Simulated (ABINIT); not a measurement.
# H (P4/mmm): phonons by linear response, part 3 of 4

How does H (P4/mmm) vibrate, and is this structure a minimum?

ABINIT 10.8.3; DFT LDA, scalar-relativistic, plane waves, PseudoDojo norm-conserving pseudopotentials.

So far. Step 3 (Relaxation): The volume changes by -14.4 % in this run and stands -14.4 % from the first cell. Step 4 (Ground state): The cell stands at -0.27 GPa: the relaxation ran with a smoothed and higher cutoff and on another k mesh. The relaxed cell has a = 2.429, c = 0.999 Å (conventional setting).

### 8. Phonons on a q mesh

Linear response treats each wavevector in the unit cell, with no supercell; the 4×4×9 mesh fixes the range of the force constants to be had.

The input, dfpt_q.abi:

```
ndtset 29

# wavevectors
qpt1 0.25 0.0 0.0
qpt2 0.5 0.0 0.0
qpt3 0.25 0.25 0.0
qpt4 0.5 0.25 0.0
qpt5 0.5 0.5 0.0
qpt6 0.0 0.0 0.1111111111
qpt7 0.25 0.0 0.1111111111
qpt8 0.5 0.0 0.1111111111
qpt9 0.25 0.25 0.1111111111
qpt10 0.5 0.25 0.1111111111
qpt11 0.5 0.5 0.1111111111
qpt12 0.0 0.0 0.2222222222
qpt13 0.25 0.0 0.2222222222
qpt14 0.5 0.0 0.2222222222
qpt15 0.25 0.25 0.2222222222
qpt16 0.5 0.25 0.2222222222
qpt17 0.5 0.5 0.2222222222
qpt18 0.0 0.0 0.3333333333
qpt19 0.25 0.0 0.3333333333
qpt20 0.5 0.0 0.3333333333
qpt21 0.25 0.25 0.3333333333
qpt22 0.5 0.25 0.3333333333
qpt23 0.5 0.5 0.3333333333
qpt24 0.0 0.0 0.4444444444
qpt25 0.25 0.0 0.4444444444
qpt26 0.5 0.0 0.4444444444
qpt27 0.25 0.25 0.4444444444
qpt28 0.5 0.25 0.4444444444
qpt29 0.5 0.5 0.4444444444

# displacements
getwfk_filepath "gso_WFK"
getwfq_filepath "gso_WFK"
kptopt 3
nqpt 1
rfphon 1
rfatpol 1 1
rfdir 1 1 1
tolvrs 1.0d-10
prtwf 0

# basis, mesh and filling
ecut 31.0
ngkpt 16 16 36
nshiftk 1
shiftk 0.0 0.0 0.0
istwfk *1
occopt 3
tsmear 0.01
nband 5
nstep 100
diemac 1000000.0
prtebands 0
prtgsr 0
useylm 1

# cell and atoms
acell 4.590894034 4.590894034 1.887211302
rprim 
    1.0 0.0 0.0
    0.0 1.0 0.0
    0.0 0.0 1.0
ntypat 1
znucl 1
natom 1
typat 1
xred 
    0.0 0.0 0.5
pp_dirpath "./pseudo"
pseudos "H.upf"
```

Run with:

```
$ OMP_NUM_THREADS=1 mpirun -n 4 abinit dfpt_q.abi > dfpt_q.log
```

Numbers of over 12 decimals in the logs are rounded to 6 here.

dfpt_q.abo, the main output file:

```text
[banners, grids, parts of the stress and lines that vanish by symmetry left out]
- input  file    -> dfpt_q.abi
- output file    -> dfpt_q.abo
- root for input  files -> dfpt_qi
[...]
DATASET    1 : space group P4/m m m (#123); Bravais tP (primitive tetrag.)
[...]
nfft =        5760          nkpt =        9216
[...]
DATASET    2 : space group P4/m m m (#123); Bravais tP (primitive tetrag.)
[...]
nfft =        5760          nkpt =        9216
[...]
DATASET    3 : space group P4/m m m (#123); Bravais tP (primitive tetrag.)
[...]
nfft =        5760          nkpt =        9216
[...]
DATASET    4 : space group P4/m m m (#123); Bravais tP (primitive tetrag.)
[...]
nfft =        5760          nkpt =        9216
[...]
DATASET   28 : space group P4/m m m (#123); Bravais tP (primitive tetrag.)
[...]
nfft =        5760          nkpt =        9216
[...]
DATASET   29 : space group P4/m m m (#123); Bravais tP (primitive tetrag.)
[...]
nfft =        5760          nkpt =        9216
[...]
== DATASET  1 ==================================================================
[...]
cutoff_energies: {ecut:  31.0, pawecutdg:  -1.0, }
[...]
Perturbation : displacement of atom   1   along direction   1
[...]
-ETOT  1  0.182741     -3.101E+01 6.177E-01 1.621E+03
 ETOT  2  8.12586200579197E-02 -1.015E-01 5.104E-04 4.282E+02
 ETOT  3  5.97549570658167E-02 -2.150E-02 2.634E-04 3.990E+01
 ETOT  4  5.81139373746815E-02 -1.641E-03 5.742E-06 4.431E+00
 ETOT  5  5.78832920895316E-02 -2.306E-04 4.673E-07 1.586E-02
[...]
At SCF step    9       vres2   =  9.62E-12 < tolvrs=  1.00E-10 =>converged.
[...]
Perturbation : displacement of atom   1   along direction   2
[...]
-ETOT  1  2.09868968364280E-02 -2.420E+01 6.757E-01 8.209E+01
[...]
At SCF step    7       vres2   =  2.94E-12 < tolvrs=  1.00E-10 =>converged.
[...]
Perturbation : displacement of atom   1   along direction   3
[...]
-ETOT  1  1.35019822690152E-05 -1.666E+00 8.170E-02 1.472E-01
[...]
At SCF step    5       vres2   =  5.23E-13 < tolvrs=  1.00E-10 =>converged.
[...]
Phonon wavevector (reduced coordinates) :  0.25000  0.00000  0.00000
 Phonon energies in Hartree :
[...]
Phonon frequencies in cm-1    :
- -1.012715E+02 -8.711934E+00  2.683256E+02
[...]
== DATASET  2 ==================================================================
[...]
cutoff_energies: {ecut:  31.0, pawecutdg:  -1.0, }
[...]
-  1.00000   1.00000  180309                  znucl, zion, pspdat
[...]
Perturbation : displacement of atom   1   along direction   1
[...]
-ETOT  1  0.708406     -1.413E+01 1.216E+02 4.151E+00
[...]
At SCF step    6       vres2   =  6.80E-11 < tolvrs=  1.00E-10 =>converged.
[...]
Perturbation : displacement of atom   1   along direction   3
[...]
-ETOT  1 -6.02430086629413E-04 -6.015E+00 2.950E+01 5.515E+01
[...]
ETOT  5 -4.58805047519670E-02 -5.507E-09 1.570E+01 1.324E-08
 ETOT  6 -4.58805047541342E-02 -2.167E-12 1.706E+00 4.326E-11
 At SCF step    6       vres2   =  4.33E-11 < tolvrs=  1.00E-10 =>converged.
[...]
Phonon wavevector (reduced coordinates) :  0.50000  0.50000  0.44444
 Phonon energies in Hartree :
[...]
Phonon frequencies in cm-1    :
- -5.811393E+02  9.383291E+02  9.383291E+02
[...]
etotal20    7.6203959285E-01
           etotal21
================================================================================
```

Run time: 53 min. Hardware: 4 MPI ranks of Arm Neoverse V1, shared host.

Read from the output:

```
lowest mode on the q mesh (acoustic ones at the zone centre apart) : -1542 cm⁻¹
```

Frequencies (cm⁻¹) before the sum rule at the irreducible wavevectors but Γ, which is solved apart; negative means imaginary. Frequencies by wavevector:

```
   q (fractions)  star  mode 1  mode 2  mode 3
        0.25 0 0     4  -101.3   -8.71   268.3
         0.5 0 0     2  -144.1  -16.34   404.3
     0.25 0.25 0     4  -16.33     247     273
      0.5 0.25 0     4  -21.72   262.1   385.1
       0.5 0.5 0     1  -24.54   338.4   338.4
      0 0 0.1111     2   135.2   135.2    1225
   0.25 0 0.1111     8   76.68   289.7    1180
    0.5 0 0.1111     4  -85.23   385.8    1149
0.25 0.25 0.1111     8   262.1   291.7    1153
 0.5 0.25 0.1111     8     264   380.5    1133
  0.5 0.5 0.1111     2   375.4   375.4    1120
      0 0 0.2222     2   509.5   509.5    2080
   0.25 0 0.2222     8   507.7   540.5    2056
    0.5 0 0.2222     4   503.1   573.4    2036
0.25 0.25 0.2222     8   534.9   545.4    2038
 0.5 0.25 0.2222     8   541.2   571.5    2024
  0.5 0.5 0.2222     2   569.3   569.3    2013
      0 0 0.3333     2   846.2   846.2    2360
   0.25 0 0.3333     8   849.7     852    2365
    0.5 0 0.3333     4   852.7   858.8    2368
0.25 0.25 0.3333     8   854.9   856.1    2371
 0.5 0.25 0.3333     8   859.3     862    2375
  0.5 0.5 0.3333     2   864.8   864.8    2380
      0 0 0.4444     2   -1542   940.4   940.4
   0.25 0 0.4444     8   -1360   939.9   940.8
    0.5 0 0.4444     4   -1137     936   941.3
0.25 0.25 0.4444     8   -1125   938.5   943.6
 0.5 0.25 0.4444     8  -872.8   937.2   942.2
  0.5 0.5 0.4444     2  -581.1   938.3   938.3
```

### 9. Dispersion

anaddb transforms the dynamical matrices to force constants and back along the path; points of the mesh come back as solved, but for the sum rule and, in polar crystals, the LO-TO term at Γ; the rest is interpolation.

The input, anaddb.abi:

```
ddb_filepath "all_DDB"
output_file "anaddb.abo"
outdata_prefix "anaddb"
ifcflag 1
ngqpt 4 4 9
nqshft 1
q1shft 0.0 0.0 0.0
asr 1
chneut 0
dipdip 0
dipquad 0
quadquad 0
enunit 0
eivec 0
nph1l 93
qph1l 
    0.0 0.0 0.0 1.0
    0.0 0.05 0.0 1.0
    0.0 0.1 0.0 1.0
    0.0 0.15 0.0 1.0
    0.0 0.2 0.0 1.0
    0.0 0.25 0.0 1.0
    0.0 0.3 0.0 1.0
    0.0 0.35 0.0 1.0
    0.0 0.4 0.0 1.0
    0.0 0.45 0.0 1.0
    0.0 0.5 0.0 1.0
    0.05 0.5 0.0 1.0
    0.1 0.5 0.0 1.0
    0.15 0.5 0.0 1.0
    0.2 0.5 0.0 1.0
    0.25 0.5 0.0 1.0
    0.3 0.5 0.0 1.0
    0.35 0.5 0.0 1.0
    0.4 0.5 0.0 1.0
    0.45 0.5 0.0 1.0
    0.5 0.5 0.0 1.0
    0.45 0.45 0.0 1.0
    0.4 0.4 0.0 1.0
    0.35 0.35 0.0 1.0
    0.3 0.3 0.0 1.0
    0.25 0.25 0.0 1.0
    0.2 0.2 0.0 1.0
    0.15 0.15 0.0 1.0
    0.1 0.1 0.0 1.0
    0.05 0.05 0.0 1.0
    0.0 0.0 0.0 1.0
    0.0 0.0 0.05 1.0
    0.0 0.0 0.1 1.0
    0.0 0.0 0.15 1.0
    0.0 0.0 0.2 1.0
    0.0 0.0 0.25 1.0
    0.0 0.0 0.3 1.0
    0.0 0.0 0.35 1.0
    0.0 0.0 0.4 1.0
    0.0 0.0 0.45 1.0
    0.0 0.0 0.5 1.0
    0.0 0.05 0.5 1.0
    0.0 0.1 0.5 1.0
    0.0 0.15 0.5 1.0
    0.0 0.2 0.5 1.0
    0.0 0.25 0.5 1.0
    0.0 0.3 0.5 1.0
    0.0 0.35 0.5 1.0
    0.0 0.4 0.5 1.0
    0.0 0.45 0.5 1.0
    0.0 0.5 0.5 1.0
    0.05 0.5 0.5 1.0
    0.1 0.5 0.5 1.0
    0.15 0.5 0.5 1.0
    0.2 0.5 0.5 1.0
    0.25 0.5 0.5 1.0
    0.3 0.5 0.5 1.0
    0.35 0.5 0.5 1.0
    0.4 0.5 0.5 1.0
    0.45 0.5 0.5 1.0
    0.5 0.5 0.5 1.0
    0.45 0.45 0.5 1.0
    0.4 0.4 0.5 1.0
    0.35 0.35 0.5 1.0
    0.3 0.3 0.5 1.0
    0.25 0.25 0.5 1.0
    0.2 0.2 0.5 1.0
    0.15 0.15 0.5 1.0
    0.1 0.1 0.5 1.0
    0.05 0.05 0.5 1.0
    0.0 0.0 0.5 1.0
    0.0 0.5 0.0 1.0
    0.0 0.5 0.05 1.0
    0.0 0.5 0.1 1.0
    0.0 0.5 0.15 1.0
    0.0 0.5 0.2 1.0
    0.0 0.5 0.25 1.0
    0.0 0.5 0.3 1.0
    0.0 0.5 0.35 1.0
    0.0 0.5 0.4 1.0
    0.0 0.5 0.45 1.0
    0.0 0.5 0.5 1.0
    0.5 0.5 0.0 1.0
    0.5 0.5 0.05 1.0
    0.5 0.5 0.1 1.0
    0.5 0.5 0.15 1.0
    0.5 0.5 0.2 1.0
    0.5 0.5 0.25 1.0
    0.5 0.5 0.3 1.0
    0.5 0.5 0.35 1.0
    0.5 0.5 0.4 1.0
    0.5 0.5 0.45 1.0
    0.5 0.5 0.5 1.0
```

The input, mrgddb.in:

```
all_DDB
merged
30
dfpt_gammao_DDB
dfpt_qo_DS1_DDB
dfpt_qo_DS2_DDB
dfpt_qo_DS3_DDB
dfpt_qo_DS4_DDB
dfpt_qo_DS5_DDB
dfpt_qo_DS6_DDB
dfpt_qo_DS7_DDB
dfpt_qo_DS8_DDB
dfpt_qo_DS9_DDB
dfpt_qo_DS10_DDB
dfpt_qo_DS11_DDB
dfpt_qo_DS12_DDB
dfpt_qo_DS13_DDB
dfpt_qo_DS14_DDB
dfpt_qo_DS15_DDB
dfpt_qo_DS16_DDB
dfpt_qo_DS17_DDB
dfpt_qo_DS18_DDB
dfpt_qo_DS19_DDB
dfpt_qo_DS20_DDB
dfpt_qo_DS21_DDB
dfpt_qo_DS22_DDB
dfpt_qo_DS23_DDB
dfpt_qo_DS24_DDB
dfpt_qo_DS25_DDB
dfpt_qo_DS26_DDB
dfpt_qo_DS27_DDB
dfpt_qo_DS28_DDB
dfpt_qo_DS29_DDB
```

Run with:

```
$ mrgddb < mrgddb.in > mrgddb.log
$ OMP_NUM_THREADS=1 anaddb anaddb.abi > anaddb.log
```

anaddb.abo, the main output file:

```text
[banners, grids, parts of the stress and lines that vanish by symmetry left out]
-outvars_anaddb: echo values of input variables ----------------------

 Flags :
[...]
Phonon wavevector (reduced coordinates) :  0.00000  0.00000  0.00000
 Phonon energies in Hartree :
[...]
Phonon frequencies in cm-1    :
-  0.000000E+00  0.000000E+00  0.000000E+00
[...]
Phonon wavevector (reduced coordinates) :  0.00000  0.05000  0.00000
 Phonon energies in Hartree :
[...]
Phonon frequencies in cm-1    :
- -2.227307E+01 -1.015600E+00  5.542306E+01
[...]
Phonon wavevector (reduced coordinates) :  0.00000  0.10000  0.00000
 Phonon energies in Hartree :
[...]
Phonon frequencies in cm-1    :
- -4.403646E+01 -2.363921E+00  1.106783E+02
[...]
Phonon wavevector (reduced coordinates) :  0.00000  0.15000  0.00000
 Phonon energies in Hartree :
[...]
Phonon frequencies in cm-1    :
- -6.478448E+01 -4.161344E+00  1.653040E+02
[...]
Phonon wavevector (reduced coordinates) :  0.00000  0.20000  0.00000
 Phonon energies in Hartree :
[...]
Phonon frequencies in cm-1    :
- -8.402129E+01 -6.334691E+00  2.183481E+02
[...]
Phonon wavevector (reduced coordinates) :  0.00000  0.25000  0.00000
 Phonon energies in Hartree :
[...]
Phonon frequencies in cm-1    :
- -1.012698E+02 -8.711060E+00  2.683263E+02
  Phonon wavevector (reduced coordinates) :  0.00000  0.30000  0.00000
 Phonon energies in Hartree :
[...]
Phonon frequencies in cm-1    :
- -1.160845E+02 -1.107443E+01  3.133325E+02
  Phonon wavevector (reduced coordinates) :  0.00000  0.35000  0.00000
 Phonon energies in Hartree :
[...]
Phonon frequencies in cm-1    :
- -1.280665E+02 -1.320110E+01  3.512616E+02
  Phonon wavevector (reduced coordinates) :  0.00000  0.40000  0.00000
 Phonon energies in Hartree :
[...]
Phonon frequencies in cm-1    :
- -1.368816E+02 -1.488671E+01  3.800842E+02
  Phonon wavevector (reduced coordinates) :  0.00000  0.45000  0.00000
 Phonon energies in Hartree :
[...]
Phonon frequencies in cm-1    :
- -1.422764E+02 -1.596826E+01  3.981193E+02
  Phonon wavevector (reduced coordinates) :  0.00000  0.50000  0.00000
 Phonon energies in Hartree :
[...]
Phonon frequencies in cm-1    :
- -1.440926E+02 -1.634084E+01  4.042596E+02
  Phonon wavevector (reduced coordinates) :  0.05000  0.50000  0.00000
 Phonon energies in Hartree :
[...]
Phonon frequencies in cm-1    :
- -1.239668E+02 -1.669664E+01  4.038844E+02
  Phonon wavevector (reduced coordinates) :  0.10000  0.50000  0.00000
 Phonon energies in Hartree :
[...]
Phonon frequencies in cm-1    :
- -1.766022E+01 -1.741183E+01  4.024781E+02
  Phonon wavevector (reduced coordinates) :  0.15000  0.50000  0.00000
 Phonon energies in Hartree :
[...]
Phonon frequencies in cm-1    :
- -1.898579E+01  1.463096E+02  3.993378E+02
[...]
Phonon wavevector (reduced coordinates) :  0.15000  0.50000  0.50000
 Phonon energies in Hartree :
[...]
Phonon frequencies in cm-1    :
- -1.721630E+03  9.336372E+02  9.383910E+02
  Phonon wavevector (reduced coordinates) :  0.20000  0.50000  0.50000
 Phonon energies in Hartree :
[...]
Phonon frequencies in cm-1    :
- -1.667217E+03  9.334977E+02  9.372674E+02
  Phonon wavevector (reduced coordinates) :  0.25000  0.50000  0.50000
 Phonon energies in Hartree :
[...]
Phonon frequencies in cm-1    :
- -1.608984E+03  9.332277E+02  9.359812E+02
  Phonon wavevector (reduced coordinates) :  0.30000  0.50000  0.50000
 Phonon energies in Hartree :
[...]
Phonon frequencies in cm-1    :
- -1.553181E+03  9.328365E+02  9.346518E+02
  Phonon wavevector (reduced coordinates) :  0.35000  0.50000  0.50000
 Phonon energies in Hartree :
[...]
Phonon frequencies in cm-1    :
- -1.505149E+03  9.323795E+02  9.334154E+02
  Phonon wavevector (reduced coordinates) :  0.40000  0.50000  0.50000
 Phonon energies in Hartree :
[...]
Phonon frequencies in cm-1    :
- -1.468738E+03  9.319464E+02  9.324091E+02
[...]
Phonon wavevector (reduced coordinates) :  0.50000  0.50000  0.45000
 Phonon energies in Hartree :
[...]
Phonon frequencies in cm-1    :
- -8.018578E+02  9.374635E+02  9.374635E+02
  Phonon wavevector (reduced coordinates) :  0.50000  0.50000  0.50000
 Phonon energies in Hartree :
[...]
Phonon frequencies in cm-1    :
- -1.438618E+03  9.315223E+02  9.315223E+02
-
```

The job ended after 0.59 s (1 thread).

This step gave:

```yaml
lowest_frequency_on_the_path: -2149 cm⁻¹
```

(Part 3 of 4 ends here.)

[Host names and launcher messages were left out of these logs when they were recorded.]

[Logs are printed without paths, hosts, clocks, repeated set-up lines and the standing remarks that a program may print on its own settings, such as how far it seeks lower states.]

[Hosts, paths, dates, database ids (printed as entryN), source tags and the programs' standing remarks are cut or masked in the printed files.]
